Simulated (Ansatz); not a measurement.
# Settings and their price: C(111) slab, H on the bottom face (99 atoms)

The cell holds 99 atoms: 90 C and 9 H. Its edges and angles: a = 7.567 Å, b = 7.567 Å, c = 21.842 Å, α = 90.0°, β = 90.0°, γ = 120.0°. It derives from C (diamond-structure). Diamond-structure C (a = 3.567 Å), (111) slab of 10 atomic planes, 3 x 3 surface cells, H on the broken bonds of the bottom face, 12 Å of vacuum; displaced by a Gaussian of 0.02 Å. Regions: slab, 90 atoms (90 C); hydrogen, 9 atoms (9 H). Vacuum lies along c.

Geometry: as built.

Reference run: Kohn-Sham DFT, PBE+D4, PAW (set soft_2), plane waves (Ansatz 0.2.0), cutoff 420 eV, k-mesh 2×2×1, gaussian smearing of 0.05 eV.

| Quantity | Value |
| --- | --- |
| r.m.s. force component | 1.435 eV/Å |
| spacing of highest filled and lowest empty level | 0.0032 eV |
| SCF cycles | 27 |
| time | 40 s on 4 threads of Intel Xeon 6975P-C (Granite Rapids), shared host |

Q: Estimate how much each variant changes the results, and its time and memory.
- support functions medium
- support functions low
- support functions high
- support functions medium, radius 2.93 Å
- support functions medium, radius 3.18 Å
- support functions medium, radius 3.39 Å
- support functions medium, radius 3.63 Å
- kpoints.mp_grid.shift = [0.5, 0.5, 0.0]

Each row is set against the plane-wave reference (Kohn-Sham DFT, PBE+D4, PAW (set soft_2), plane waves; r.m.s. force component 1.43 eV/Å). Energies are set beside the reference only for runs with its functional, potentials and electron count. Times are for 4 threads of Intel Xeon 6975P-C (Granite Rapids), shared host. The reference's time includes the DOS and grids, which some other runs skip.

```tsv
run	Δ force, r.m.s. (meV/Å)	share of r.m.s. force (%)	Δ energy (meV/atom)	cycles	time	host memory (GiB)
reference	-	-	-	27	40 s	5.7
support functions medium	2.20	0.153	-3.91	29	2.2 min	2.7
support functions low	2.26	0.157	-3.91	26	2 min	2.6
support functions high	2.09	0.145	-3.92	38	8.1 min	5.3
support functions medium, radius 2.93 Å	2.19	0.152	-3.91	30	2.2 min	2.6
support functions medium, radius 3.18 Å	2.17	0.151	-3.91	29	2.3 min	2.8
support functions medium, radius 3.39 Å	2.18	0.152	-3.91	29	2.8 min	3.1
support functions medium, radius 3.63 Å	2.19	0.153	-3.91	29	3.1 min	3.3
kpoints.mp_grid.shift = [0.5, 0.5, 0.0]	36.5	2.54	-3.05	27	36 s	3.0
```

Among numerical settings the force difference runs from 2.1 meV/Å (support functions high) to 36 meV/Å (kpoints.mp_grid.shift = [0.5, 0.5, 0.0]). At 99 atoms the fastest of the runs at a preset level, support functions low, takes roughly 3.0 times the time of plane waves (whose run also made extra analyses, so the like-for-like ratio is larger), in 26 SCF cycles against 27. Differences between support functions and plane waves include what basis error the plane-wave run still has. The force difference hardly changes among these support-function runs, which points to the basis of the plane-wave reference as its main source. As the radius goes from 2.93 to 3.63 Å, the force difference goes from 2.2 to 2.2 meV/Å, and the time from 2.2 min to 3.1 min. The slab bears a dipole and has periodic images along its normal, so a spurious field crosses the vacuum. The main run has no spin polarisation, so any moments at edges, vacancies or dangling bonds can't form in it. The electron count is odd and the run has no spin polarisation.

[Logs are printed without paths, hosts, clocks, repeated set-up lines and the standing remarks that a program may print on its own settings, such as how far it seeks lower states.]

[Hosts, paths, dates, database ids (printed as entryN), source tags and the programs' standing remarks are cut or masked in the printed files.]
